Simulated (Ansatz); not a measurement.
# Vibrations of species on Mo(110)

Aim: bond lengths and vibrational modes of species bound on Mo(110).

Program: Ansatz 0.2.0. Level of theory: DFT PBE, scalar-relativistic, plane waves, PAW; PAW set soft_1. Results are calculated unless marked as measured.

This is a report of a sequence of runs, with most program output left out.

## 1. The bulk crystal behind the slab

It takes space group Im-3m (No. 229, cubic). Conventional cell: a = 3.160 Å, b = 3.160 Å, c = 3.160 Å, α = 90.00°, β = 90.00°, γ = 90.00°. Nearest to Mo lie 8 Mo at 2.74 Å.

## 2. Relaxation of the host

The host crystal is relaxed at the same level, and its volume sets the scale of the cells that follow.

The input, input.yaml:

```yaml
crystal:
  lattice:
    - [-1.58, 1.58, 1.58]
    - [1.58, -1.58, 1.58]
    - [1.58, 1.58, -1.58]
  atoms:
    - { symbol: Mo, position: [0.0, 0.0, 0.0] }
kpoints:
  mp_grid: { grid: [22, 22, 22] }
hamiltonian:
  xc: pbe
  pseudopotentials: { kind: paw, azcp: { folder: soft_1 } }
scf:
  occupations: { method: methfessel_paxton, width: 0.15 }
output:
  forces: true
  stress: true
  eigenvalues: true
relax:
  adjacent_minimum: "off"
  f_tol: 0.002
  max_steps: 60
  cell: { stress_tol: 0.02 }
```

Run with:

```sh
> ansatz run input.yaml --threads 8 --pin off --max-ram 20480MiB --backend cpu --events-out ev --progress --plain --runs-dir out
```

Run time: 3.5 s. Hardware: 8 threads of Arm Neoverse N1, shared host; peak memory 0.35 GiB.

Little changed from the start: no atom moved by 0.005 Å and no cell edge by 0.1 %.

Numbers from this step:

```yaml
pressure: 6.11e-4 GPa
volume_per_atom: 15.79 Å³
gap_on_the_k_mesh: 0 eV
```

The forces vanish by symmetry.

## 3. Letting the atoms settle: Cl at the threefold hollow site, 1 monolayer

The slab carries Cl at the threefold hollow site, 1 monolayer. Its plane takes the lattice constant of the bulk relaxed at this level. The lowest layers are held, and the other atoms relax. The program lengthens the typed cell of 23.5 Å along the normal to 40.7 Å, as its cut-off of the electrostatics needs, and moves no atom.

System of this step: Cl at the threefold hollow site, 1 monolayer on Mo(110). The cell holds 5 atoms: 4 Mo and 1 Cl. Cell: a = 3.161 Å, b = 2.737 Å, c = 40.733 Å, α = 90.0°, β = 90.0°, γ = 54.7°. It derives from Mo. Vacuum lies along c.

The input, input.yaml:

```yaml
crystal:
  lattice:
    - [3.1607549407, 0.0, 0.0]
    - [1.5803774704, 2.2349938243, 0.0]
    - [0.0, 0.0, 23.4702858364]
  atoms:
    - { symbol: Mo, position: [0.5, 0.0, 0.319629] }
    - { symbol: Mo, position: [0.0, 0.0, 0.414856] }
    - { symbol: Mo, position: [0.5, 0.0, 0.510082] }
    - { symbol: Mo, position: [0.0, 0.0, 0.605309] }
    - { symbol: Cl, position: [0.375, 0.25, 0.680371] }
  periodic: [true, true, false]
kpoints:
  mp_grid: { grid: [12, 12, 1] }
hamiltonian:
  xc: pbe
  pseudopotentials: { kind: paw, azcp: { folder: soft_1 } }
scf:
  occupations: { method: methfessel_paxton, width: 0.15 }
output:
  forces: true
  eigenvalues: true
relax:
  adjacent_minimum: "off"
  f_tol: 0.003
  max_steps: 120
  constraints: [{ sites: [0, 1] }]
```

Elapsed: 86 s, on 8 threads; peak memory 0.98 GiB; 11 min of CPU time.

This run has no spin polarisation although its electron count is odd.

The steps of the relaxation:

| step | energy less that of the first step (eV) | largest force component (eV/Å) |
| --- | --- | --- |
| 1 | 0.0000 | 1.1267 |
| 2 | -0.0586 | 0.6675 |
| 3 | -0.1131 | 0.3367 |
| 4 | -0.1175 | 0.2394 |
| 5 | -0.1195 | 0.0130 |
| 6 | -0.1195 | 0.0132 |
| 7 | -0.1195 | 0.0032 |
| 8 | -0.1195 | 0.0001 |

The run keeps the 2 symmetry operations that it works with, so distortions that break them were not tested.

The atoms that moved most (Å):

| atom | dx | dy | dz | length |
| --- | --- | --- | --- | --- |
| Cl5 | 0.000 | 0.069 | 0.089 | 0.113 |
| Mo4 | 0.000 | -0.073 | -0.038 | 0.083 |
| Mo3 | 0.000 | -0.011 | -0.009 | 0.014 |

The largest force component left on a free atom is 0.15 meV/Å.

## 4. Force constants among chosen sites: Cl at the threefold hollow site, 1 monolayer

Only 2 sites are displaced (1 Mo and 1 Cl), with their periodic images, and all others stay at rest. This gives the modes that are localised on these sites for less work than the whole matrix.

input.yaml, the sections that differ from step 3:

```yaml
crystal:
  lattice:
    - [3.1607549407, 0.0, 0.0]
    - [1.5803774704, 2.2349938243, 0.0]
    - [0.0, 0.0, 40.7334357064]
  atoms:
    - { symbol: Mo, position: [0.5, 0.0, 0.1841677202] }
    - { symbol: Mo, position: [0.0, 0.0, 0.23903677] }
    - { symbol: Mo, position: [0.5025006434, -0.0050012869, 0.293689394] }
    - { symbol: Mo, position: [0.0163784288, -0.0327568576, 0.3478320293] }
    - { symbol: Cl, position: [0.3595052407, 0.2809895186, 0.3942182812] }
  periodic: [true, true, false]
output:
  eigenvalues: true
phonons:
  method: fd
  supercell: [1, 1, 1]
  displaced_sites: [3, 4]
  rigid_motions: translations
# kpoints, hamiltonian, scf: as in step 3
# relax: removed
```

Wall time 2 min (8 threads); peak memory 1.2 GiB; 16 min of CPU time.

This run has no spin polarisation, although Mo can carry a moment.

The other atoms of the cell are at rest; shares are of the kinetic energy, a minus sign marks an imaginary mode, and where like sites share a mode the one named is one choice of several. Modes of the displaced sites:

| mode | frequency (cm⁻¹) | share of Mo (%) | share of Cl (%) | site with the largest share | its share (%) |
| --- | --- | --- | --- | --- | --- |
| 1 | 66.2 | 87 | 13 | Mo4 | 87 |
| 2 | 76.1 | 65 | 35 | Mo4 | 65 |
| 3 | 97.7 | 13 | 87 | Cl5 | 87 |
| 4 | 120.7 | 68 | 32 | Mo4 | 68 |
| 5 | 228.6 | 35 | 65 | Cl5 | 65 |
| 6 | 327.3 | 31 | 69 | Cl5 | 69 |

The same force constants with another mass on the added atoms, against the natural mean mass; listed are the real modes with at least half of their motion on these atoms, followed through small steps of mass, less those that pass through avoided crossings, where the squared overlap of new and old mass-weighted patterns is under 0.8. Modes after a change of mass:

| substitution | mode | frequency (cm⁻¹) | after (cm⁻¹) | ratio |
| --- | --- | --- | --- | --- |
| 37Cl | 3 | 97.7 | 95.9 | 1.018 |
| 37Cl | 5 | 228.6 | 225.5 | 1.014 |
| 37Cl | 6 | 327.3 | 322.7 | 1.014 |

The highest mode of the block lies at 327.3 cm⁻¹; the acoustic sum rule moved it by 0.0 cm⁻¹.

## 5. Letting the atoms settle: Cl at the threefold hollow site, 0.5 monolayer

The slab carries Cl at the threefold hollow site, 0.5 monolayer. Its plane takes the lattice constant of the bulk relaxed at this level. The lowest layers are held, and the other atoms relax. The program lengthens the typed cell of 23.5 Å along the normal to 40.7 Å, as its cut-off of the electrostatics needs, and moves no atom.

System of this step: Cl at the threefold hollow site, 0.5 monolayer on Mo(110). The cell holds 9 atoms: 8 Mo and 1 Cl. Its edges and angles: a = 6.322 Å, b = 2.737 Å, c = 40.733 Å, α = 90.0°, β = 90.0°, γ = 54.7°. It derives from Mo. Vacuum lies along c.

The input, input.yaml:

```yaml
crystal:
  lattice:
    - [6.3215098815, 0.0, 0.0]
    - [1.5803774704, 2.2349938243, 0.0]
    - [0.0, 0.0, 23.4702858364]
  atoms:
    - { symbol: Mo, position: [0.75, 0.0, 0.319629] }
    - { symbol: Mo, position: [0.25, 0.0, 0.319629] }
    - { symbol: Mo, position: [0.0, 0.0, 0.414856] }
    - { symbol: Mo, position: [0.5, 0.0, 0.414856] }
    - { symbol: Mo, position: [0.75, 0.0, 0.510082] }
    - { symbol: Mo, position: [0.25, 0.0, 0.510082] }
    - { symbol: Mo, position: [0.0, 0.0, 0.605309] }
    - { symbol: Mo, position: [0.5, 0.0, 0.605309] }
    - { symbol: Cl, position: [0.1875, 0.25, 0.680371] }
  periodic: [true, true, false]
kpoints:
  mp_grid: { grid: [6, 12, 1] }
hamiltonian:
  xc: pbe
  pseudopotentials: { kind: paw, azcp: { folder: soft_1 } }
scf:
  occupations: { method: methfessel_paxton, width: 0.15 }
output:
  forces: true
  eigenvalues: true
relax:
  adjacent_minimum: "off"
  f_tol: 0.003
  max_steps: 120
  constraints: [{ sites: [0, 1, 2, 3] }]
```

Elapsed: 5 min, on 8 threads; peak memory 2.6 GiB; 40 min of CPU time.

Step by step:

| step | energy less that of the first step (eV) | largest force component (eV/Å) |
| --- | --- | --- |
| 1 | 0.0000 | 1.1621 |
| 2 | -0.1895 | 0.3694 |
| 3 | -0.2151 | 0.2591 |
| 4 | -0.2240 | 0.0606 |
| 5 | -0.2246 | 0.0257 |
| 6 | -0.2247 | 0.0102 |
| 7 | -0.2247 | 0.0020 |

The atoms that moved most (Å):

| atom | dx | dy | dz | length |
| --- | --- | --- | --- | --- |
| Cl9 | 0.112 | 0.126 | 0.070 | 0.183 |
| Mo8 | -0.015 | -0.130 | -0.079 | 0.153 |
| Mo7 | 0.017 | 0.090 | -0.004 | 0.091 |
| Mo5 | -0.005 | -0.017 | -0.028 | 0.034 |
| Mo6 | -0.012 | 0.003 | 0.022 | 0.025 |

The largest force component left on a free atom is 2.0 meV/Å.

## 6. Force constants among chosen sites: Cl at the threefold hollow site, 0.5 monolayer

Only 3 sites are displaced (2 Mo and 1 Cl), with their periodic images, and all others stay at rest. This gives the modes that are localised on these sites for less work than the whole matrix.

The input, input.yaml:

```yaml
crystal:
  lattice:
    - [6.3215098815, 0.0, 0.0]
    - [1.5803774704, 2.2349938243, 0.0]
    - [0.0, 0.0, 40.7334357064]
  atoms:
    - { symbol: Mo, position: [0.75, 0.0, 0.1841677202] }
    - { symbol: Mo, position: [0.25, 0.0, 0.1841677202] }
    - { symbol: Mo, position: [0.0, 0.0, 0.23903677] }
    - { symbol: Mo, position: [0.5, 0.0, 0.23903677] }
    - { symbol: Mo, position: [0.7511196701, -0.0076306691, 0.29320574] }
    - { symbol: Mo, position: [0.2476661331, 0.001546798, 0.2944428401] }
    - { symbol: Mo, position: [-0.0073023395, 0.0401355234, 0.3486744504] }
    - { symbol: Mo, position: [0.5121780134, -0.0581623977, 0.346833277] }
    - { symbol: Cl, position: [0.1910824985, 0.3064605262, 0.3937371772] }
  periodic: [true, true, false]
kpoints:
  mp_grid: { grid: [6, 12, 1] }
hamiltonian:
  xc: pbe
  pseudopotentials: { kind: paw, azcp: { folder: soft_1 } }
scf:
  occupations: { method: methfessel_paxton, width: 0.15 }
output:
  eigenvalues: true
phonons:
  method: fd
  supercell: [1, 1, 1]
  displaced_sites: [6, 7, 8]
  rigid_motions: translations
```

Run time: 12 min. Hardware: 8 threads; peak memory 2.9 GiB; 1.6 h of CPU time.

The other atoms of the cell are at rest; shares are of the kinetic energy, a minus sign marks an imaginary mode, and where like sites share a mode the one named is one choice of several. Modes of the displaced sites:

| mode | frequency (cm⁻¹) | share of Mo (%) | share of Cl (%) | site with the largest share | its share (%) |
| --- | --- | --- | --- | --- | --- |
| 1 | 66.4 | 80 | 20 | Mo7 | 44 |
| 2 | 81.3 | 78 | 22 | Mo7 | 43 |
| 3 | 123.8 | 89 | 11 | Mo7 | 51 |
| 4 | 141.4 | 37 | 63 | Cl9 | 63 |
| 5 | 145.9 | 75 | 25 | Mo8 | 42 |
| 6 | 168.4 | 76 | 24 | Mo7 | 40 |
| 7 | 177.3 | 90 | 10 | Mo8 | 56 |
| 8 | 216.4 | 43 | 57 | Cl9 | 57 |
| 9 | 292.6 | 31 | 69 | Cl9 | 69 |

The same force constants with another mass on the added atoms, against the natural mean mass; listed are the real modes with at least half of their motion on these atoms, followed through small steps of mass, less those that pass through avoided crossings, where the squared overlap of new and old mass-weighted patterns is under 0.8. Modes after a change of mass:

| substitution | mode | frequency (cm⁻¹) | after (cm⁻¹) | ratio |
| --- | --- | --- | --- | --- |
| 37Cl | 4 | 141.4 | 139.5 | 1.014 |
| 37Cl | 8 | 216.4 | 213.9 | 1.012 |
| 37Cl | 9 | 292.6 | 288.5 | 1.014 |

The highest mode of the block lies at 292.6 cm⁻¹; the acoustic sum rule moved it by 0.0 cm⁻¹.

## 7. Letting the atoms settle: Cl at the threefold hollow site, 0.25 monolayer

The slab carries Cl at the threefold hollow site, 0.25 monolayer. Its plane takes the lattice constant of the bulk relaxed at this level. The lowest layers are held, and the other atoms relax. The program lengthens the typed cell of 23.5 Å along the normal to 40.7 Å, as its cut-off of the electrostatics needs, and moves no atom.

System of this step: Cl at the threefold hollow site, 0.25 monolayer on Mo(110). The cell holds 17 atoms: 16 Mo and 1 Cl. Its edges and angles: a = 6.322 Å, b = 5.475 Å, c = 40.733 Å, α = 90.0°, β = 90.0°, γ = 54.7°. It derives from Mo. Vacuum lies along c.

The input, input.yaml:

```yaml
crystal:
  lattice:
    - [6.3215098815, 0.0, 0.0]
    - [3.1607549407, 4.4699776463, 0.0]
    - [0.0, 0.0, 23.4702858364]
  atoms:
    - { symbol: Mo, position: [0.75, 0.5, 0.319629] }
    - { symbol: Mo, position: [0.25, 0.5, 0.319629] }
    - { symbol: Mo, position: [0.75, 0.0, 0.319629] }
    - { symbol: Mo, position: [0.25, 0.0, 0.319629] }
    - { symbol: Mo, position: [0.0, 0.0, 0.414856] }
    - { symbol: Mo, position: [0.5, 0.0, 0.414856] }
    - { symbol: Mo, position: [1.0, 0.5, 0.414856] }
    - { symbol: Mo, position: [0.5, 0.5, 0.414856] }
    - { symbol: Mo, position: [0.75, 0.5, 0.510082] }
    - { symbol: Mo, position: [0.25, 0.5, 0.510082] }
    - { symbol: Mo, position: [0.75, 0.0, 0.510082] }
    - { symbol: Mo, position: [0.25, 0.0, 0.510082] }
    - { symbol: Mo, position: [0.0, 0.0, 0.605309] }
    - { symbol: Mo, position: [0.5, 0.0, 0.605309] }
    - { symbol: Mo, position: [1.0, 0.5, 0.605309] }
    - { symbol: Mo, position: [0.5, 0.5, 0.605309] }
    - { symbol: Cl, position: [0.1875, 0.125, 0.680371] }
  periodic: [true, true, false]
kpoints:
  mp_grid: { grid: [6, 6, 1] }
hamiltonian:
  xc: pbe
  pseudopotentials: { kind: paw, azcp: { folder: soft_1 } }
scf:
  occupations: { method: methfessel_paxton, width: 0.15 }
output:
  forces: true
  eigenvalues: true
relax:
  adjacent_minimum: "off"
  f_tol: 0.003
  max_steps: 120
  constraints: [{ sites: [0, 1, 2, 3, 4, 5, 6, 7] }]
```

The job ended after 13 min (8 threads; peak memory 5.8 GiB; 1.6 h of CPU time).

Relaxation path:

| step | energy less that of the first step (eV) | largest force component (eV/Å) |
| --- | --- | --- |
| 1 | 0.0000 | 1.5353 |
| 2 | -0.2167 | 0.8269 |
| 3 | -0.3032 | 0.2920 |
| 4 | -0.3183 | 0.0897 |
| 5 | -0.3206 | 0.0350 |
| 6 | -0.3206 | 0.0541 |
| 7 | -0.3209 | 0.0061 |
| 8 | -0.3209 | 0.0038 |
| 9 | -0.3209 | 0.0061 |
| 10 | -0.3209 | 0.0039 |
| 11 | -0.3209 | 0.0017 |

Relaxation steps 8, 10 were tried and not accepted.

Forces are held to the 2 operations that the run works with; a distortion that breaks them can't arise in this run.

The atoms that moved most (Å):

| atom | dx | dy | dz | length |
| --- | --- | --- | --- | --- |
| Cl17 | 0.000 | 0.183 | 0.116 | 0.217 |
| Mo16 | 0.000 | -0.071 | -0.131 | 0.149 |
| Mo15 | 0.000 | 0.111 | -0.030 | 0.115 |
| Mo14 | -0.024 | -0.037 | -0.055 | 0.071 |
| Mo13 | 0.024 | -0.037 | -0.055 | 0.071 |
| Mo11 | 0.000 | -0.023 | -0.032 | 0.040 |
| Mo9 | 0.007 | -0.003 | 0.023 | 0.025 |
| Mo10 | -0.007 | -0.003 | 0.023 | 0.025 |

The largest force component left on a free atom is 1.7 meV/Å.

## 8. Modes of the chosen sites: Cl at the threefold hollow site, 0.25 monolayer

Only 4 sites are displaced (3 Mo and 1 Cl), with their periodic images, and all others stay at rest. This gives the modes that are localised on these sites for less work than the whole matrix.

The input, input.yaml:

```yaml
crystal:
  lattice:
    - [6.3215098815, 0.0, 0.0]
    - [3.1607549407, 4.4699776463, 0.0]
    - [0.0, 0.0, 40.7334357064]
  atoms:
    - { symbol: Mo, position: [0.75, 0.5, 0.1841677202] }
    - { symbol: Mo, position: [0.25, 0.5, 0.1841677202] }
    - { symbol: Mo, position: [0.75, 0.0, 0.1841677202] }
    - { symbol: Mo, position: [0.25, 0.0, 0.1841677202] }
    - { symbol: Mo, position: [0.0, 0.0, 0.23903677] }
    - { symbol: Mo, position: [0.5, 0.0, 0.23903677] }
    - { symbol: Mo, position: [1.0, 0.5, 0.23903677] }
    - { symbol: Mo, position: [0.5, 0.5, 0.23903677] }
    - { symbol: Mo, position: [0.7514125325, 0.4992838247, 0.2944802778] }
    - { symbol: Mo, position: [0.2493036427, 0.4992838247, 0.2944802778] }
    - { symbol: Mo, position: [0.7526080077, -0.0052160153, 0.2931196137] }
    - { symbol: Mo, position: [0.2492678142, 0.0014643716, 0.2940420475] }
    - { symbol: Mo, position: [0.0078738068, -0.008208608, 0.3474168358] }
    - { symbol: Mo, position: [0.5003348012, -0.008208608, 0.3474168358] }
    - { symbol: Mo, position: [0.9875685464, 0.5248629073, 0.3480398041] }
    - { symbol: Mo, position: [0.5079474896, 0.4841050208, 0.3455502475] }
    - { symbol: Cl, position: [0.1670369256, 0.1659261489, 0.3948764342] }
  periodic: [true, true, false]
kpoints:
  mp_grid: { grid: [6, 6, 1] }
hamiltonian:
  xc: pbe
  pseudopotentials: { kind: paw, azcp: { folder: soft_1 } }
scf:
  occupations: { method: methfessel_paxton, width: 0.15 }
output:
  eigenvalues: true
phonons:
  method: fd
  supercell: [1, 1, 1]
  displaced_sites: [12, 13, 14, 16]
  rigid_motions: translations
```

The job ended after 21 min (8 threads; peak memory 6.7 GiB; 2.8 h of CPU time).

The other atoms of the cell are at rest; shares are of the kinetic energy, a minus sign marks an imaginary mode, and where like sites share a mode the one named is one choice of several. Modes of the displaced sites:

| mode | frequency (cm⁻¹) | share of Mo (%) | share of Cl (%) | site with the largest share | its share (%) |
| --- | --- | --- | --- | --- | --- |
| 1 | 78.5 | 81 | 19 | Mo13 | 39 |
| 2 | 92.6 | 67 | 33 | Mo15 | 39 |
| 3 | 119.8 | 78 | 22 | Mo13 | 32 |
| 4 | 128.8 | 89 | 11 | Mo14 | 43 |
| 5 | 132.3 | 54 | 46 | Cl17 | 46 |
| 6 | 137.4 | 63 | 37 | Mo15 | 57 |
| 7 | 148.1 | 85 | 15 | Mo15 | 34 |
| 8 | 153.7 | 93 | 7 | Mo15 | 81 |
| 9 | 157.2 | 87 | 13 | Mo14 | 38 |
| 10 | 174.0 | 95 | 5 | Mo13 | 47 |
| 11 | 192.4 | 75 | 25 | Mo15 | 31 |
| 12 | 271.2 | 32 | 68 | Cl17 | 68 |

The same force constants with another mass on the added atoms, against the natural mean mass; listed are the real modes with at least half of their motion on these atoms, followed through small steps of mass, less those that pass through avoided crossings, where the squared overlap of new and old mass-weighted patterns is under 0.8. Modes after a change of mass:

| substitution | mode | frequency (cm⁻¹) | after (cm⁻¹) | ratio |
| --- | --- | --- | --- | --- |
| 37Cl | 12 | 271.2 | 267.4 | 1.014 |

The highest mode of the block lies at 271.2 cm⁻¹; the acoustic sum rule moved it by 0.0 cm⁻¹.

## 9. The series together

The members are set side by side.

The anchoring bond is the shortest distance from the first added atom to the slab, and like atoms elsewhere in the cell can differ; degenerate modes stand as often as they occur. The species side by side:

| species | coverage (monolayer) | anchoring bond | its length (Å) | highest level (cm⁻¹) | second (cm⁻¹) | third (cm⁻¹) |
| --- | --- | --- | --- | --- | --- | --- |
| Cl at the threefold hollow site | 1 | Cl-Mo | 2.434 | 327.3 | 228.6 | 120.7 |
| Cl at the threefold hollow site | 0.5 | Cl-Mo | 2.463 | 292.6 | 216.4 | 177.3 |
| Cl at the threefold hollow site | 0.25 | Cl-Mo | 2.493 | 271.2 | 192.4 | 174 |

## 10. Results

```yaml
highest_mode_of_the_block_of_2_sites_cl_at_the_threefold_hollow_site_1_monolayer: 327.3 cm⁻¹
highest_mode_of_the_block_of_3_sites_cl_at_the_threefold_hollow_site_0p5_monolayer: 292.6 cm⁻¹
highest_mode_of_the_block_of_4_sites_cl_at_the_threefold_hollow_site_0p25_monolayer: 271.2 cm⁻¹
```

With Cl at the threefold hollow site, 1 monolayer the highest mode of the block lies at 327 cm⁻¹, 69 % on Cl and 31 % on Mo. With Cl at the threefold hollow site, 0.5 monolayer the highest mode of the block lies at 293 cm⁻¹, 69 % on Cl and 31 % on Mo. With Cl at the threefold hollow site, 0.25 monolayer the highest mode of the block lies at 271 cm⁻¹, 68 % on Cl and 32 % on Mo. With all atoms beyond the displaced ones at rest, modes that spread into the slab are only rough; stretches of light atoms, well above the modes of the substrate atoms, are the least affected. Periodic images of the cell move in phase at the zone centre, so coupling to the images is part of these frequencies. These are harmonic frequencies at zero temperature: anharmonic shifts, linewidths and thermal expansion are left out. The runs are without spin polarisation, although the cell has an odd electron count.

[Logs are printed without paths, hosts, clocks, repeated set-up lines and the standing remarks that a program may print on its own settings, such as how far it seeks lower states.]

[Hosts, paths, dates, database ids (printed as entryN), source tags and the programs' standing remarks are cut or masked in the printed files.]
